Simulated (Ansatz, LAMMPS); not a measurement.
# Li+ BF4- in gamma-butyrolactone and acetonitrile and diethyl carbonate, from a frame at 440 K (102 atoms): geometry optimisation, part 3 of 4

How does Li+ BF4- in gamma-butyrolactone and acetonitrile and diethyl carbonate, from a frame at 440 K (102 atoms) relax, and what do bonds, charges and levels look like afterwards?

Ansatz 0.2.0; Kohn-Sham DFT, PBE+D4, PAW (set soft_2), plane waves.

The cell: 30 C, 12 O, 50 H, 4 N, 1 B, 4 F and 1 Li. The network of contacts between molecules at the start is that of the classical potential that made the cell. The density was typed from a rule of thumb and may lie off the real one at this temperature. The Brillouin zone is sampled at Γ only, in a cell whose shortest periodic width is 11 Å.

So far. Step 4 (Relaxation): The relaxation changed the energy by -65.2 meV/atom, and atoms moved by 1.6 Å r.m.s., 3.6 Å at most.

## Step 6: Single point at the relaxed geometry

The electronic structure is read at the final geometry, in a run of its own.

The input, input.yaml:

```yaml
crystal:
  lattice:
    - [10.7961, 0.0, 0.0]
    - [0.0, 10.7961, 0.0]
    - [0.0, 0.0, 10.7961]
  atoms:
    - { symbol: C, position: [0.23541, 0.28907, 0.97479] }
    - { symbol: C, position: [0.10946, 0.22928, 0.98609] }
    - { symbol: O, position: [0.05049, 0.23591, 0.86483] }
    - { symbol: C, position: [0.94349, 0.1731, 0.8545] }
    - { symbol: O, position: [0.89546, 0.1102, 0.93507] }
    - { symbol: O, position: [0.89966, 0.19275, 0.73957] }
    - { symbol: C, position: [0.78784, 0.1238, 0.70775] }
    - { symbol: C, position: [0.81924, 0.9984, 0.6539] }
    - { symbol: H, position: [0.29492, 0.23739, 0.91052] }
    - { symbol: H, position: [0.27986, 0.28946, 0.0662] }
    - { symbol: H, position: [0.22805, 0.38543, 0.94336] }
    - { symbol: H, position: [0.05013, 0.2777, 0.05314] }
    - { symbol: H, position: [0.11488, 0.13179, 0.01454] }
    - { symbol: H, position: [0.72929, 0.11688, 0.79041] }
    - { symbol: H, position: [0.74124, 0.18296, 0.63967] }
    - { symbol: H, position: [0.87735, 0.00711, 0.57106] }
    - { symbol: H, position: [0.73384, 0.94946, 0.62812] }
    - { symbol: H, position: [0.8688, 0.94059, 0.72121] }
    - { symbol: C, position: [0.10474, 0.52055, 0.64066] }
    - { symbol: C, position: [0.99709, 0.60666, 0.66711] }
    - { symbol: O, position: [0.00335, 0.72146, 0.5959] }
    - { symbol: C, position: [0.96295, 0.71298, 0.47827] }
    - { symbol: O, position: [0.93031, 0.61829, 0.42606] }
    - { symbol: O, position: [0.96602, 0.82664, 0.42845] }
    - { symbol: C, position: [0.92746, 0.8342, 0.29902] }
    - { symbol: C, position: [0.89793, 0.96817, 0.27095] }
    - { symbol: H, position: [0.09906, 0.44064, 0.7035] }
    - { symbol: H, position: [0.19442, 0.56604, 0.65551] }
    - { symbol: H, position: [0.1015, 0.48629, 0.54511] }
    - { symbol: H, position: [0.99816, 0.63851, 0.76358] }
    - { symbol: H, position: [0.90737, 0.56285, 0.64836] }
    - { symbol: H, position: [0.00447, 0.79996, 0.24173] }
    - { symbol: H, position: [0.84751, 0.77294, 0.28532] }
    - { symbol: H, position: [0.97779, 0.02815, 0.28973] }
    - { symbol: H, position: [0.8183, 1.0e-05, 0.32562] }
    - { symbol: H, position: [0.87438, 0.97791, 0.17245] }
    - { symbol: O, position: [0.5216, 0.31385, 0.34148] }
    - { symbol: C, position: [0.63316, 0.32922, 0.34587] }
    - { symbol: C, position: [0.71248, 0.37655, 0.45099] }
    - { symbol: C, position: [0.84212, 0.33072, 0.41707] }
    - { symbol: C, position: [0.83567, 0.32993, 0.27566] }
    - { symbol: O, position: [0.70615, 0.30295, 0.24621] }
    - { symbol: H, position: [0.70749, 0.47844, 0.45039] }
    - { symbol: H, position: [0.67574, 0.34554, 0.54029] }
    - { symbol: H, position: [0.91573, 0.39143, 0.451] }
    - { symbol: H, position: [0.85828, 0.23656, 0.45207] }
    - { symbol: H, position: [0.85768, 0.42105, 0.23589] }
    - { symbol: H, position: [0.89195, 0.25808, 0.23148] }
    - { symbol: O, position: [0.63685, 0.61785, 0.19037] }
    - { symbol: C, position: [0.62934, 0.54923, 0.10048] }
    - { symbol: C, position: [0.5185, 0.47873, 0.05283] }
    - { symbol: C, position: [0.55834, 0.43561, 0.9237] }
    - { symbol: C, position: [0.69997, 0.43789, 0.93218] }
    - { symbol: O, position: [0.72954, 0.52787, 0.02912] }
    - { symbol: H, position: [0.50244, 0.40181, 0.11789] }
    - { symbol: H, position: [0.43563, 0.5373, 0.0543] }
    - { symbol: H, position: [0.52407, 0.34296, 0.90023] }
    - { symbol: H, position: [0.52628, 0.50023, 0.85207] }
    - { symbol: H, position: [0.73926, 0.34867, 0.96165] }
    - { symbol: H, position: [0.74555, 0.47006, 0.84744] }
    - { symbol: O, position: [0.15587, 0.20697, 0.31906] }
    - { symbol: C, position: [0.20008, 0.14884, 0.405] }
    - { symbol: C, position: [0.24894, 0.19544, 0.52789] }
    - { symbol: C, position: [0.25534, 0.07851, 0.60777] }
    - { symbol: C, position: [0.27042, 0.97586, 0.51087] }
    - { symbol: O, position: [0.21366, 0.02417, 0.39799] }
    - { symbol: H, position: [0.34068, 0.23651, 0.50982] }
    - { symbol: H, position: [0.18939, 0.26882, 0.56462] }
    - { symbol: H, position: [0.33162, 0.07868, 0.67475] }
    - { symbol: H, position: [0.16813, 0.06673, 0.65882] }
    - { symbol: H, position: [0.36784, 0.95483, 0.49044] }
    - { symbol: H, position: [0.22165, 0.88973, 0.5329] }
    - { symbol: C, position: [0.41941, 0.08199, 0.17669] }
    - { symbol: C, position: [0.4699, 0.9681, 0.22525] }
    - { symbol: "N", position: [0.50977, 0.87631, 0.26439] }
    - { symbol: H, position: [0.45751, 0.16195, 0.22732] }
    - { symbol: H, position: [0.31837, 0.08128, 0.18768] }
    - { symbol: H, position: [0.44244, 0.08969, 0.07797] }
    [... 18 atom lines left out ...]
    - { symbol: B, position: [0.57988, 0.69238, 0.61277] }
    - { symbol: F, position: [0.54757, 0.81744, 0.62992] }
    - { symbol: F, position: [0.68735, 0.66286, 0.68092] }
    - { symbol: F, position: [0.60593, 0.67301, 0.48246] }
    - { symbol: F, position: [0.48134, 0.61497, 0.64827] }
    - { symbol: Li, position: [0.53345, 0.69569, 0.32474] }
kpoints:
  mp_grid: { grid: [1, 1, 1] }
hamiltonian:
  xc: pbe
  dispersion: d4
scf:
  occupations: { method: fermi_dirac, width: 0.05 }
output:
  forces: true
  stress: true
  populations: true
  dos:
    method: { smearing: { sigma: 0.15 } }
    de: 0.1
    projected: { site_lists: { B: [B], C: [C], F: [F], H: [H], Li: [Li] } }
  eigenvalues: true
  write_density: true
  write_potential: true
  volumetric_format: npy
```

Launch:

```sh
ansatz run input.yaml --threads 4 --pin off --max-ram 8192MiB --backend cpu --events-out ev --progress --plain --runs-dir out
```

Numbers of over 12 decimals in the logs are rounded to 6 here.

Log:

```text
[...]
Crystal: 102 atoms, lattice volume = 1258.348 Å³
Basis set: ecut = 420 eV, 24573 PW (Γ), exchange–correlation on 150×150×150 points (8 copies of the dense FFT grid, shifted against one another)
Bands: 250, of which v1, the nominal top of the filled ones, is band 148 counted from 1 (147 counted from 0)
Symmetry: 1 space group operations
[...]
k-points: 1
[...]
SCF iter   1: F=—  HF=-20273.693820 eV  |F-HF|=—  |Δ(HF+E_count)|=         —  Δρ=4.31e-3  dr2=2.71e-1  ethr=1.77e-3  ⟨swp⟩=6.0  Hψ=1140  notcnv=0  defer=30
[...]
SCF iter  10: F=-20273.660028 eV  HF=-20273.660029 eV  |F-HF|=5.45e-8  |Δ(HF+E_count)|=   1.00e-7  Δρ=2.42e-6  dr2=8.09e-8  ethr=3.38e-11  ⟨swp⟩=20.0  Hψ=2160  notcnv=0
SCF 1 converged in 10 iterations: F = -20273.660028 eV  dr2 = 8.09e-8
[...]
WARN: The input density's exchange-correlation potential varies sharply where the density is thin. Do not read a vacuum level from v_tot or v_xc, or from such a field of the output density. On a cell that repeats whose density bears no net charge and no dipole along the vacuum's axis use v_es (v_loc + v_h of the components); [...]
SCF converged after 10 iterations
Free energy (F): -20273.660028 eV
[...]
Internal energy: -20273.660028 eV  (E = F + TS)
E sigma→0 (E₀):  -20273.660028 eV
Fermi energy:    0.483316 eV
[...]
--- Forces (eV/Å), atoms counted from 1 ---
  atom   1  C     -0.00002188    -0.00381330     0.00276450
  atom   2  C     -0.00233847     0.00533606    -0.00155075
  atom   3  O     -0.00252356     0.00531954     0.00326873
  atom   4  C      0.02020900    -0.02947185    -0.00657818
  atom   5  O     -0.00789843     0.01282466    -0.00193429
  atom   6  O     -0.00409128     0.00450264     0.00898122
  atom   7  C     -0.00914106     0.00601708    -0.00084824
  atom   8  C      0.00447104     0.00136922     0.00186586
  atom   9  H     -0.00234444     0.00261808     0.00181172
  atom  10  H     -0.00268642     0.00122471    -0.00333357
  atom  11  H      0.00075247    -0.00061700    -0.00059449
  atom  12  H      0.00226980    -0.00249927    -0.00000680
  atom  13  H      0.00064691     0.00107033    -0.00075662
  atom  14  H      0.00349272     0.00017083    -0.00622822
[...]
atom 101  F      0.01335893     0.01123564    -0.00598309
  atom 102  Li     0.00353165     0.00694862     0.00272794
  max |Σ_I F_I| component: 2.55e-4 eV/Å
--- Stress (GPa, compression-positive) ---
       -0.370915       0.014609      -0.033715
        0.014609      -0.284888       0.050207
       -0.033713       0.050207      -0.310765
  P = ⅓ Tr σ = -0.3222 GPa (-3.222 kbar)
--- Band table (eV) ---
[...]
--- Löwdin populations: 102 sites ---
  site symbol       q [e]
     0      C      4.4550
     1      C      4.0416
     2      O      6.2803
[...]
101     Li      2.2532
  spilling = 0.013215 (of n_electrons = 296.000000)
```

The job ended after 17 s (4 threads of Arm Neoverse V1, shared host; peak memory 1.3 GiB; 62 s of CPU time).

The program notes that the exchange-correlation potential is rough where the density is thin.

Numbers from this run:

```yaml
free_energy: -20273.6600 eV
free_energy_per_atom: -198.7614 eV/atom
scf_cycles: 10
pressure: -0.3222 GPa
r_m_s_force_component: 0.00626 eV/Å
longest_force: 0.03844 eV/Å
fermi_energy: 0.4833 eV
spacing_of_highest_filled_and_lowest_empty_level: 5.027 eV
spilling_of_the_projection: 0.01321
```

Löwdin charges by element and coordination (they lack the spilled electrons, 0.038 e an atom on average):

```
element  coordination  atoms  mean charge (e)  spread   least     most
      B           all      1            0.887       0   0.887    0.887
      C           all     30          -0.0619   0.389  -0.497    0.710
      C             2      4            0.257  0.0174   0.239    0.276
      C             3      5            0.627  0.0651    0.57    0.710
      C             4     21           -0.287   0.180  -0.497  -0.0416
      F           all      4           -0.389  0.0123  -0.410   -0.380
      F             1      3           -0.382  0.0017  -0.384   -0.380
      F             2      1           -0.410       0  -0.410   -0.410
      H           all     50            0.215  0.0214   0.179    0.257
     Li           all      1            0.747       0   0.747    0.747
      N           all      4           -0.240  0.0044  -0.244   -0.233
      N             1      2           -0.237  0.0047  -0.242   -0.233
      N             2      2           -0.243  0.0012  -0.244   -0.242
      O           all     12           -0.341  0.0765  -0.454   -0.260
      O             1      4           -0.428  0.0247  -0.454   -0.398
      O             2      8           -0.297  0.0526  -0.434   -0.260
```

Density of states as counts of states in windows of 1 eV (from the Fermi level), total and the larger projections:

```
from (eV)  to (eV)  total   C p  H s  F p
      -10       -9   13.6   4.3  1.6  1.3
       -9       -8   25.8  12.3  3.8  0.3
       -8       -7   28.3  11.0  4.3  4.8
       -7       -6   28.8  15.8  5.4  0.2
       -6       -5   31.1  12.9  4.7  3.9
       -5       -4   46.8  16.4  7.2  6.4
       -4       -3   25.3   4.0  2.4  5.4
       -3       -2    9.7   1.1  0.2  0.0
       -2        2    0.0   0.0  0.0  0.0
        2        3    7.3   3.2  1.0  0.0
        3        4   23.3   8.9  3.4  0.0
        4        5   19.6   3.7  4.4  0.0
```

Between -26 and -10 eV lie 85 more states.

Not all projections were asked for or kept, so they needn't add up to the total.

The levels nearest the highest filled one (over half full), pooled over k-points and spins:

```
level less the highest filled one (eV)  occupation
                                -0.650           2
                                -0.450           2
                                -0.388           2
                                -0.255           2
                               -0.0919           2
                                     0           2
                                  5.03           0
                                  5.19           0
                                  5.30           0
                                  5.43           0
                                  5.62           0
                                  5.76           0
```

Valence density in the bc plane at fractional x = 0.518, with atoms of O and C and H and N and Li within 0.2 Å of it. It is the smooth field of the valence electrons, not physical close to the nuclei.

Ten steps, logarithmic in the rise over the least value, from '0' (0.0 e/Å³) to '9' (7.0 e/Å³), each cell a mean:
```
432100000234566431000000001344
764200001366666421000000012467
875310001466666631000000013468
764200001233446641000000002356
432100000011123321000000001123
110000000000001111110000000001
000000000000000023442112321000
000000000000000136875335764100
000000000000000147986457996200
000000000000000125665446875200
000000000000000012333323442100
000000000000000000123211110000
000000001110000000123210000000
000000023432100000122210000000
000000146875200000013310111100
100000258996310000038851244321
210001247885210000038852477754
432121124442100000112313588875
532222111111100001111012467776
433221100012221111111001234454
222211000024554332110000011222
112210000025666653100000000000
011100000013567653100000000000
111000000013566642100000000111
```
Columns run along b (10.8 Å), rows up along c (10.8 Å). Atoms in or near the plane, at fractional coordinates: O at (0.31, 0.34), C at (0.48, 0.05), H at (0.40, 0.12), H at (0.34, 0.90), H at (0.50, 0.85), N at (0.88, 0.26), Li at (0.70, 0.32).

Electrostatic potential energy in the bc plane at fractional x = 0.518, with atoms of O and C and H and N and Li within 0.2 Å of it. With pseudopotentials it is smooth inside the atoms' cores, unlike the true potential.

Ten even steps from '_' (-39 eV) to '@' (6 eV), each cell a mean:
```
%%@@@@@@@@@@@@@@@@@@%%%%**==**%%%%@@@@@@@@@@@@@@@@@@@@%%%%%%
::==%%@@@@@@@@@@@@##--++::__==%%@@@@@@@@@@@@@@@@@@@@%%##**==
____**@@@@@@@@@@@@**..==++--==++%%@@@@@@@@@@@@@@@@@@%%##++__
..--%%@@@@@@@@@@@@%%%%%%%%%%--__**@@@@@@@@@@@@@@@@@@@@%%##==
%%@@@@@@@@@@@@@@@@@@@@@@@@@@%%%%@@@@@@@@@@@@@@@@@@@@@@@@@@@@
@@@@@@@@@@@@@@@@@@@@@@@@@@@@@@@@@@@@@@@@@@@@@@@@@@@@@@@@@@@@
@@@@@@@@@@@@@@@@@@@@@@@@@@@@@@@@@@@@@@@@@@@@@@@@@@@@@@@@@@@@
@@@@@@@@@@@@@@@@@@@@@@@@@@@@@@@@@@**::--##%%%%##++**@@@@@@@@
@@@@@@@@@@@@@@@@@@@@@@@@@@@@@@@@@@==____++**##--____##@@@@@@
@@@@@@@@@@@@@@@@@@@@@@@@@@@@@@@@@@%%********##++::--%%@@@@@@
@@@@@@@@@@@@@@@@@@@@@@@@@@@@@@@@@@@@@@%%%%%%%%@@@@@@@@@@@@@@
@@@@@@@@@@@@@@@@@@@@@@@@@@@@@@@@@@@@@@@@@@@@@@@@@@@@@@@@@@@@
@@@@@@@@@@@@@@@@@@@@@@@@@@@@@@@@@@@@@@@@@@@@@@@@@@@@@@@@@@@@
@@@@@@@@@@@@@@@@@@@@@@@@@@@@@@@@@@@@@@@@@@@@@@@@@@@@@@@@@@@@
@@@@@@@@@@@@@@@@++::==%%@@@@@@@@@@@@@@%%##**%%@@@@@@@@@@@@@@
@@@@@@@@@@@@@@##..____++@@@@@@@@@@@@%%**--::++%%@@@@%%@@@@@@
%%@@@@@@@@@@@@@@==..::##@@@@@@@@@@@@%%**--::++%%%%--..::##%%
##%%@@@@@@@@@@@@@@%%@@@@@@@@@@@@@@@@@@%%####%%@@##______--++
++%%%%@@%%%%@@@@@@@@@@@@@@@@@@@@@@@@@@@@@@@@@@@@%%==..::--..
##%%%%@@@@@@@@@@@@@@@@@@%%@@@@@@@@@@@@@@@@@@@@@@@@@@%%%%##**
@@@@@@@@@@@@@@@@@@@@%%++--**##%%%%@@@@@@@@@@@@@@@@@@@@@@@@%%
@@@@@@@@@@@@@@@@@@@@@@**----..::##%%@@@@@@@@@@@@@@@@@@@@@@@@
@@@@@@@@@@@@@@@@@@@@@@%%**..____++%%@@@@@@@@@@@@@@@@@@@@@@@@
@@@@@@@@@@@@@@@@@@@@@@@@##--..::##@@@@@@@@@@@@@@@@@@@@@@@@@@
```
Columns run along b (10.8 Å; values clipped at the 3rd and 97th percentile), rows up along c (10.8 Å). Atoms in or near the plane, at fractional coordinates: O at (0.31, 0.34), C at (0.48, 0.05), H at (0.40, 0.12), H at (0.34, 0.90), H at (0.50, 0.85), N at (0.88, 0.26), Li at (0.70, 0.32).

Mean Löwdin charges: B +0.89, C -0.06, F -0.39, H +0.21, Li +0.75, N -0.24 e (they miss 1.3 % of the electrons, so they add up to more than the cell's charge).

(Continued in part 4 of 4.)

[Logs are printed without paths, hosts, clocks, repeated set-up lines and the standing remarks that a program may print on its own settings, such as how far it seeks lower states.]

[Hosts, paths, dates, database ids (printed as entryN), source tags and the programs' standing remarks are cut or masked in the printed files.]
